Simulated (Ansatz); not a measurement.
**Elastic response of random rock-salt alloy of NbC and TiC (64 atoms)**

How stiff is random rock-salt alloy of NbC and TiC (64 atoms)?

Method: Kohn-Sham DFT, PBE, PAW (set soft_1), plane waves, in Ansatz 0.2.0.

### 1. Set-up

The cell holds 64 atoms: 28 Ti, 32 C and 4 Nb. Cell: a = 8.692 Å, b = 8.692 Å, c = 8.692 Å, α = 90.0°, β = 90.0°, γ = 90.0°. It derives from NbC (rock-salt) and TiC, repeated 2×2×2. Rock-salt NbC, 2 x 2 x 2 conventional cells, 28 of 32 Nb sites given to Ti at random (x = 0.875), lattice by Vegard's rule (a = 4.346 Å); not relaxed, displaced by a Gaussian of 0.02 Å.

### 2. Single point at the start

The forces at the start show how far the geometry lies from a minimum of this functional.

File input.yaml:

```yaml
crystal:
  lattice:
    - [8.6916, 0.0, 0.0]
    - [0.0, 8.6916, 0.0]
    - [0.0, 0.0, 8.6916]
  atoms:
    - { symbol: Ti, position: [0.00202, 0.99923, 0.00137] }
    - { symbol: C, position: [0.25234, 0.00288, 0.99898] }
    - { symbol: Ti, position: [0.99947, 0.25154, 0.25092] }
    - { symbol: C, position: [0.25251, 0.25117, 0.25306] }
    - { symbol: Ti, position: [0.24841, 0.00367, 0.24895] }
    - { symbol: C, position: [0.00271, 0.00281, 0.24671] }
    - { symbol: Ti, position: [0.24726, 0.25417, 0.998] }
    - { symbol: C, position: [0.0002, 0.25353, 0.99861] }
    - { symbol: Ti, position: [0.99905, 0.99993, 0.49985] }
    - { symbol: C, position: [0.25247, 0.00221, 0.49768] }
    - { symbol: Ti, position: [0.99943, 0.25386, 0.75144] }
    - { symbol: C, position: [0.25125, 0.25207, 0.75192] }
    - { symbol: Ti, position: [0.25192, 0.99704, 0.75045] }
    - { symbol: C, position: [0.99954, 0.00451, 0.74919] }
    - { symbol: Nb, position: [0.25134, 0.25078, 0.49703] }
    - { symbol: C, position: [0.99952, 0.24393, 0.49992] }
    - { symbol: Ti, position: [0.00314, 0.50025, 0.99628] }
    - { symbol: C, position: [0.25135, 0.49899, 0.99661] }
    - { symbol: Nb, position: [0.99515, 0.75295, 0.24903] }
    - { symbol: C, position: [0.24917, 0.7492, 0.25145] }
    - { symbol: Ti, position: [0.25232, 0.50184, 0.24899] }
    - { symbol: C, position: [0.0019, 0.50393, 0.25171] }
    - { symbol: Ti, position: [0.2509, 0.75174, 0.9992] }
    - { symbol: C, position: [0.00204, 0.74945, 0.99927] }
    - { symbol: Ti, position: [0.00423, 0.49869, 0.50005] }
    - { symbol: C, position: [0.24563, 0.49907, 0.49898] }
    - { symbol: Ti, position: [0.004, 0.75322, 0.74726] }
    - { symbol: C, position: [0.2486, 0.75022, 0.74827] }
    - { symbol: Ti, position: [0.24828, 0.5005, 0.74827] }
    - { symbol: C, position: [0.0047, 0.50146, 0.74435] }
    - { symbol: Ti, position: [0.25009, 0.75054, 0.50083] }
    - { symbol: C, position: [0.99628, 0.75158, 0.50041] }
    - { symbol: Ti, position: [0.50323, 0.99715, 0.9997] }
    - { symbol: C, position: [0.75082, 0.99699, 0.99739] }
    - { symbol: Ti, position: [0.50093, 0.24531, 0.24959] }
    - { symbol: C, position: [0.74706, 0.2481, 0.25008] }
    - { symbol: Ti, position: [0.74709, 0.00108, 0.24905] }
    - { symbol: C, position: [0.49748, 0.00299, 0.24778] }
    - { symbol: Nb, position: [0.7516, 0.24956, 0.99907] }
    - { symbol: C, position: [0.49922, 0.24506, 0.00162] }
    - { symbol: Ti, position: [0.49969, 0.00139, 0.49718] }
    - { symbol: C, position: [0.7489, 0.00274, 0.50029] }
    - { symbol: Nb, position: [0.49854, 0.25025, 0.74977] }
    - { symbol: C, position: [0.74444, 0.25148, 0.75068] }
    - { symbol: Ti, position: [0.75163, 0.00071, 0.74793] }
    - { symbol: C, position: [0.50093, 0.99725, 0.75156] }
    - { symbol: Ti, position: [0.74942, 0.24695, 0.50074] }
    - { symbol: C, position: [0.49981, 0.2529, 0.49829] }
    - { symbol: Ti, position: [0.50261, 0.50027, 0.00282] }
    - { symbol: C, position: [0.74794, 0.5017, 0.00038] }
    - { symbol: Ti, position: [0.50015, 0.74805, 0.25021] }
    - { symbol: C, position: [0.7504, 0.75167, 0.253] }
    - { symbol: Ti, position: [0.75197, 0.49918, 0.25098] }
    - { symbol: C, position: [0.50399, 0.4954, 0.24798] }
    - { symbol: Ti, position: [0.75158, 0.749, 0.00255] }
    - { symbol: C, position: [0.49742, 0.74634, 0.00224] }
    - { symbol: Ti, position: [0.4988, 0.50006, 0.49943] }
    - { symbol: C, position: [0.74933, 0.50039, 0.50427] }
    - { symbol: Ti, position: [0.49665, 0.74875, 0.75089] }
    - { symbol: C, position: [0.75351, 0.74982, 0.75158] }
    - { symbol: Ti, position: [0.75099, 0.49882, 0.75095] }
    - { symbol: C, position: [0.50069, 0.50039, 0.74898] }
    - { symbol: Ti, position: [0.74997, 0.75807, 0.49974] }
    - { symbol: C, position: [0.50023, 0.74923, 0.50386] }
kpoints:
  mp_grid: { grid: [2, 2, 2] }
hamiltonian:
  xc: pbe
  pseudopotentials: { kind: paw, azcp: { folder: soft_1 } }
scf:
  occupations: { method: gaussian, width: 0.05 }
output:
  forces: true
```

The run is started by

```bash
$ ansatz run input.yaml --threads 8 --pin off --max-ram 15872MiB --backend cpu --events-out ev --progress --plain --runs-dir out
```

Numbers of over 12 decimals in the logs are rounded to 6 here.

Output:

```text
[...]
Pseudopotentials: kind: paw
Pseudopotential: Ti, paw, valence charge 12, recommended cutoff 420 eV (normal), soft_1/Ti.paw.azcp
Pseudopotential: C, paw, valence charge 4, recommended cutoff 420 eV (normal), soft_1/C.paw.azcp
Pseudopotential: Nb, paw, valence charge 13, recommended cutoff 420 eV (normal), soft_1/Nb.paw.azcp
[... 5 lines on functional and potentials left out ...]
Crystal: 64 atoms, lattice volume = 656.597 Å³
Basis set: ecut = 420 eV, 12893 PW (Γ), exchange–correlation on 120×120×120 points (8 copies of the dense FFT grid, shifted against one another)
Bands: 322, of which v1, the nominal top of the filled ones, is band 258 counted from 1 (257 counted from 0)
Symmetry: 1 space group operations
Space group: P1 (ITA 1), of the structure as read, at distance tolerance 8.7e-5 Å
k-points: 8
[... 7 lines on functional and potentials left out ...]
Initial density: superposition of atomic densities (chi_scale 0.1, normalization cell, long waves kept (reshape's long-wave potential 0.01 eV rms))
Initial wavefunctions: pseudopotential atomic-orbital guess
[...]
SCF iter   1: F=—  HF=-96324.868850 eV  |F-HF|=—  |Δ(HF+E_count)|=         —  Δρ=1.47e-1  dr2=2.02e2  ethr=3.10e-3  ⟨swp⟩=4.0  Hψ=7863  notcnv=0
preconditioner: auto → Resta (q_TF=auto, 2.621 Å⁻¹)  ε∞=9.6  [insulator: Δε(μ)=0.500 eV  Ē_g=7.973 eV  σ=0.050 eV  W_gap=0.76  n_scr=202 (ndim 8)  ℏωp=23.4 eV  f_vac=0.000  D(μ)=10.38/eV (n_scr^D=56)  ε∞_Penn≈9.6]
[...]
SCF iter   4: F=—  HF=-96282.673221 eV  |F-HF|=—  |Δ(HF+E_count)|=   5.17e-2  Δρ=2.43e-3  dr2=2.86e-2  ethr=9.01e-5  ⟨swp⟩=2.0  Hψ=3816  notcnv=0  defer=402
SCF iter   5: F=—  HF=-96282.675677 eV  |F-HF|=—  |Δ(HF+E_count)|=   2.46e-3  Δρ=5.56e-4  dr2=2.37e-3  ethr=5.54e-6  ⟨swp⟩=2.0  Hψ=2848  notcnv=0  defer=218
automatic band count: iteration 5 solves 299 bands in place of 322: the levels show a gap, and the empty bands left out lie too high to hold charge; the band table lists the bands solved (type scf.n_extra_bands for more)
SCF iter   6: F=—  HF=-96282.675841 eV  |F-HF|=—  |Δ(HF+E_count)|=   1.64e-4  Δρ=1.05e-4  dr2=1.45e-4  ethr=4.59e-7  ⟨swp⟩=2.0  Hψ=3309  notcnv=0  defer=218
SCF iter   7: F=—  HF=-96282.675842 eV  |F-HF|=—  |Δ(HF+E_count)|=   1.03e-6  Δρ=3.64e-5  dr2=2.00e-5  ethr=2.81e-8  ⟨swp⟩=2.0  Hψ=2915  notcnv=0  defer=218
SCF iter   8: F=—  HF=-96282.675714 eV  |F-HF|=—  |Δ(HF+E_count)|=   1.28e-4  Δρ=1.40e-5  dr2=1.65e-6  ethr=3.87e-9  ⟨swp⟩=2.2  Hψ=4160  notcnv=0  defer=218
SCF iter   9: F=—  HF=-96282.675714 eV  |F-HF|=—  |Δ(HF+E_count)|=   1.23e-7  Δρ=3.39e-6  dr2=1.68e-7  ethr=3.19e-10  ⟨swp⟩=2.0  Hψ=3182  notcnv=0  defer=218
SCF iter  10: F=-96282.675714 eV  HF=-96282.675714 eV  |F-HF|=6.62e-9  |Δ(HF+E_count)|=   2.48e-8  Δρ=7.15e-7  dr2=8.76e-9  ethr=1.94e-11  ⟨swp⟩=4.0  Hψ=6289  notcnv=0
SCF 1 converged in 10 iterations: F = -96282.675714 eV  dr2 = 8.76e-9
[...]
SCF converged after 10 iterations
Free energy (F): -96282.675714 eV
Harris-Foulkes:  -96282.675714 eV  (|F-HF|=6.62e-9)
Internal energy: -96282.663990 eV  (E = F + TS)
E sigma→0 (E₀):  -96282.669852 eV
Entropy (-TS):   -0.011724 eV (-0.183 meV/atom)
Fermi energy:    15.268607 eV
--- Per-component energies (eV) ---
[...]
Σ components = -96282.675714   (vs F -96282.675714, Δ=0.00e0)
--- Forces (eV/Å), atoms counted from 1 ---
  atom   1  Ti     0.05066689     0.23577700    -0.55970820
  atom   2  C     -0.30526062    -0.31215683     0.03627130
  atom   3  Ti     0.05701953    -0.02374761    -0.09564748
  atom   4  C     -0.44130788     0.04681802    -1.04504935
[...]
atom  64  C     -0.16490967     0.20655413    -0.51651780
  max |Σ_I F_I| component: 5.44e-6 eV/Å
```

The job ended after 12 s (8 threads of AMD EPYC 9B45 (Zen 5), shared host; peak memory 7.6 GiB).

The r.m.s. force at the start is 0.39 eV/Å.

### 3. Cell and atoms relaxed

Cell and atoms are freed together, to release stress as well as forces.

File input.yaml:

```yaml
crystal:
  lattice:
    - [8.6916, 0.0, 0.0]
    - [0.0, 8.6916, 0.0]
    - [0.0, 0.0, 8.6916]
  atoms:
    [... the 64 atom lines of step 2 ...]
kpoints:
  mp_grid: { grid: [2, 2, 2] }
hamiltonian:
  xc: pbe
  pseudopotentials: { kind: paw, azcp: { folder: soft_1 } }
scf:
  occupations: { method: gaussian, width: 0.05 }
output:
  forces: true
relax:
  f_tol: 0.05
  max_steps: 150
  cell: {}
```

Output:

```text
[...]
Crystal: 64 atoms, lattice volume = 656.597 Å³
Basis set: ecut = 420 eV, 12893 PW (Γ), exchange–correlation on 120×120×120 points (8 copies of the dense FFT grid, shifted against one another)
Bands: 322, of which v1, the nominal top of the filled ones, is band 258 counted from 1 (257 counted from 0)
Symmetry: 1 space group operations
[...]
k-points: 8
[...]
SCF iter   1: F=—  HF=-96324.868850 eV  |F-HF|=—  |Δ(HF+E_count)|=         —  Δρ=1.47e-1  dr2=2.02e2  ethr=3.10e-3  ⟨swp⟩=4.0  Hψ=7863  notcnv=0
[...]
SCF iter   9: F=—  HF=-96282.675714 eV  |F-HF|=—  |Δ(HF+E_count)|=   1.27e-7  Δρ=3.41e-6  dr2=1.68e-7  ethr=3.27e-10  ⟨swp⟩=2.0  Hψ=3191  notcnv=0  defer=402
SCF iter  10: F=-96282.675714 eV  HF=-96282.675714 eV  |F-HF|=6.91e-9  |Δ(HF+E_count)|=   2.52e-8  Δρ=7.33e-7  dr2=9.12e-9  ethr=1.94e-11  ⟨swp⟩=4.0  Hψ=6222  notcnv=0
SCF 1 converged in 10 iterations: F = -96282.675714 eV  dr2 = 9.12e-9
[...]
relax step   1: F+E_penalty+E_count = -96282.67571401 eV  Δ(F+E_penalty+E_count) = +0.000e0 eV  max|allowed force component| = 1.286e0 eV/Å  Δτ_max = 0.0000 Å  P = +1.741 GPa  Ω = 656.597 Å³  (10 SCF iters, dr2 threshold 1.00e-7 eV, accepted)
[...]
relax step   2: F+E_penalty+E_count = -96283.17594264 eV  Δ(F+E_penalty+E_count) = -5.002e-1 eV  max|allowed force component| = 6.892e-1 eV/Å  Δτ_max = 0.0826 Å  P = -0.183 GPa  Ω = 660.206 Å³  energy of the carried Pulay correction = -5.241e-3 eV  (6 SCF iters, dr2 threshold 6.40e-6 eV, accepted)
[...]
relax step   3: F+E_penalty+E_count = -96283.42412901 eV  Δ(F+E_penalty+E_count) = -2.482e-1 eV  max|allowed force component| = 1.717e-2 eV/Å  Δτ_max = 0.0457 Å  P = +0.003 GPa  Ω = 659.507 Å³  energy of the carried Pulay correction = -4.227e-3 eV  (6 SCF iters, dr2 threshold 6.40e-6 eV, accepted)
[...]
relax step   4: F+E_penalty+E_count = -96283.43082758 eV  Δ(F+E_penalty+E_count) = -6.699e-3 eV  max|allowed force component| = 1.718e-2 eV/Å  Δτ_max = 0.0000 Å  P = +0.008 GPa  Ω = 659.507 Å³  stress off target by 3.78e-2 GPa  SCF on the basis re-selected at this cell (its energy is not comparable with the rows above)  (6 SCF iters)
basis re-selected at this cell: Δ(F+E_penalty+E_count) = -6.699e-3 eV, ΔP = +0.004 GPa vs the last step (what re-selecting the basis moved, of the pressure what is left beyond the Pulay correction that the steps carried, after the strain that the cell walked since its last selection, [...]
SCF converged after 6 iterations
Free energy (F): -96283.430828 eV
[...]
Internal energy: -96283.419382 eV  (E = F + TS)
E sigma→0 (E₀):  -96283.425105 eV
Entropy (-TS):   -0.011446 eV (-0.179 meV/atom)
Fermi energy:    15.183844 eV
[...]
Σ components = -96283.430828   (vs F -96283.430828, Δ=0.00e0)
--- Forces (eV/Å), atoms counted from 1 ---
  atom   1  Ti     0.00268967     0.00397889    -0.00246002
  atom   2  C      0.00320869    -0.00166866    -0.00425560
  atom   3  Ti     0.00969008    -0.00022019    -0.00205542
  atom   4  C     -0.01192030     0.00174827     0.00125023
[...]
atom  64  C      0.00511434    -0.00727642    -0.00726816
  max |Σ_I F_I| component: 2.59e-6 eV/Å
--- Stress (GPa, compression-positive) ---
        0.002129      -0.008237       0.019859
       -0.008237      -0.005573       0.007738
        0.019859       0.007738       0.026441
  P = ⅓ Tr σ = 0.0077 GPa (0.077 kbar)
--- Relaxed structure (3 steps of the walk, 3 accepted, 1 SCFs on fresh bases) ---
  F+E_penalty+E_count = -96283.43082758 eV   max|allowed force component| = 1.718e-2 eV/Å   (the final SCF, on the basis selected at the relaxed cell)
  cell:  # Å, volume = 659.5070 Å³
    - [8.706587, 0.000175072, 0.00106393]
    - [0.000175072, 8.700616, -0.000187548]
    - [0.00106393, -0.000187548, 8.706055]
  atoms:
    - { symbol: Ti, position: [0.00112611, 0.999272, -0.00108067] }
    - { symbol: C, position: [0.250238, -0.000370204, 0.999739] }
    - { symbol: Ti, position: [1.000158, 0.250376, 0.249819] }
    - { symbol: C, position: [0.250173, 0.250341, 0.247677] }
[...]
- { symbol: C, position: [0.500314, 0.750431, 0.499829] }
```

Elapsed: 25 s, on 8 threads; peak memory 7.8 GiB; 3 min of CPU time.

The relaxation converged after 3 steps, with a largest force component of 0.017 eV/Å.

### 4. Single point at the relaxed geometry

The electronic structure is read at the final geometry, in a run of its own.

File input.yaml:

```yaml
crystal:
  lattice:
    - [8.70659, 0.00018, 0.00106]
    - [0.00018, 8.70062, -0.00019]
    - [0.00106, -0.00019, 8.70606]
  atoms:
    - { symbol: Ti, position: [0.00113, 0.99927, 0.99892] }
    - { symbol: C, position: [0.25024, 0.99963, 0.99974] }
    - { symbol: Ti, position: [0.00016, 0.25038, 0.24982] }
    - { symbol: C, position: [0.25017, 0.25034, 0.24768] }
    - { symbol: Ti, position: [0.25105, 0.99921, 0.24885] }
    - { symbol: C, position: [0.00024, 0.002, 0.24976] }
    [... 52 atom lines left out ...]
    - { symbol: Ti, position: [0.50021, 0.75037, 0.7497] }
    - { symbol: C, position: [0.75015, 0.7504, 0.74968] }
    - { symbol: Ti, position: [0.75109, 0.50291, 0.74905] }
    - { symbol: C, position: [0.50021, 0.50287, 0.74977] }
    - { symbol: Ti, position: [0.74929, 0.75036, 0.50061] }
    - { symbol: C, position: [0.50031, 0.75043, 0.49983] }
kpoints:
  mp_grid: { grid: [2, 2, 2] }
hamiltonian:
  xc: pbe
  pseudopotentials: { kind: paw, azcp: { folder: soft_1 } }
scf:
  occupations: { method: gaussian, width: 0.05 }
output:
  forces: true
  stress: true
  populations: true
  dos:
    method: { smearing: { sigma: 0.1 } }
    de: 0.1
    projected: { site_lists: { C: [C], Nb: [Nb], Ti: [Ti] } }
  eigenvalues: true
  write_density: true
  write_potential: true
  volumetric_format: npy
```

Output:

```text
[...]
Crystal: 64 atoms, lattice volume = 659.508 Å³
Basis set: ecut = 420 eV, 12965 PW (Γ), exchange–correlation on 120×120×120 points (8 copies of the dense FFT grid, shifted against one another)
Bands: 322, of which v1, the nominal top of the filled ones, is band 258 counted from 1 (257 counted from 0)
Symmetry: 1 space group operations
[...]
k-points: 8
[...]
SCF iter   1: F=—  HF=-96326.021696 eV  |F-HF|=—  |Δ(HF+E_count)|=         —  Δρ=1.47e-1  dr2=2.05e2  ethr=3.10e-3  ⟨swp⟩=4.0  Hψ=7861  notcnv=0
[...]
SCF iter   9: F=-96283.430825 eV  HF=-96283.430825 eV  |F-HF|=5.06e-9  |Δ(HF+E_count)|=   9.01e-9  Δρ=1.15e-6  dr2=7.83e-9  ethr=1.94e-11  ⟨swp⟩=17.1  Hψ=18261  notcnv=0
SCF 1 converged in 9 iterations: F = -96283.430825 eV  dr2 = 7.83e-9
[...]
SCF converged after 9 iterations
Free energy (F): -96283.430825 eV
[...]
Internal energy: -96283.419379 eV  (E = F + TS)
E sigma→0 (E₀):  -96283.425102 eV
Entropy (-TS):   -0.011446 eV (-0.179 meV/atom)
Fermi energy:    15.183819 eV
[...]
--- Forces (eV/Å), atoms counted from 1 ---
  atom   1  Ti     0.00214432     0.00478288    -0.00272137
  atom   2  C      0.00318705    -0.00162658    -0.00431253
  atom   3  Ti     0.00940316    -0.00067314    -0.00219523
  atom   4  C     -0.01143493     0.00188512     0.00088825
  atom   5  Ti     0.00452719     0.01183774    -0.00008559
  atom   6  C     -0.00286768    -0.00412609    -0.00086388
  atom   7  Ti     0.00020291    -0.00037277    -0.00760071
  atom   8  C      0.00237707     0.00282712     0.00288447
  atom   9  Ti     0.00092881     0.00178149     0.00414232
  atom  10  C      0.00473188     0.00097460     0.00241402
  atom  11  Ti    -0.00046982    -0.00301947     0.00270743
  atom  12  C     -0.01697813     0.00210407     0.01128638
  atom  13  Ti     0.00140793    -0.00378121    -0.00075663
  atom  14  C     -0.00632213    -0.00017683     0.00915024
[...]
atom  63  Ti    -0.00104249     0.00314693     0.01011753
  atom  64  C      0.00573412    -0.00706298    -0.00755414
  max |Σ_I F_I| component: 2.60e-6 eV/Å
--- Stress (GPa, compression-positive) ---
        0.001808      -0.008401       0.020076
       -0.008401      -0.005879       0.007854
        0.020076       0.007854       0.026083
  P = ⅓ Tr σ = 0.0073 GPa (0.073 kbar)
--- Band table (eV; the first three rows and the last of 8) ---
[...]
--- Löwdin populations: 64 sites ---
  site symbol       q [e]
     0     Ti     11.1187
     1      C      4.8313
     2     Ti     11.1237
[...]
63      C      4.8273
  spilling = 0.003090 (of n_electrons = 516.000000)
```

Run time: 14 s. Hardware: 8 threads; peak memory 7.6 GiB; 1.7 min of CPU time.

Read from the output:

| Quantity | Value |
| --- | --- |
| free energy | -96283.4308 eV |
| free energy per atom | -1504.4286 eV/atom |
| SCF cycles | 9 |
| pressure | 0.007337 GPa |
| r.m.s. force component | 0.00527 eV/Å |
| longest force | 0.0205 eV/Å |
| Fermi energy | 15.18 eV |
| levels partly filled by over 2 per cent | 4 |
| spilling of the projection | 0.00309 |

[end of part 1 of 3]

[Logs are printed without paths, hosts, clocks, repeated set-up lines and the standing remarks that a program may print on its own settings, such as how far it seeks lower states.]

[Hosts, paths, dates, database ids (printed as entryN), source tags and the programs' standing remarks are cut or masked in the printed files.]
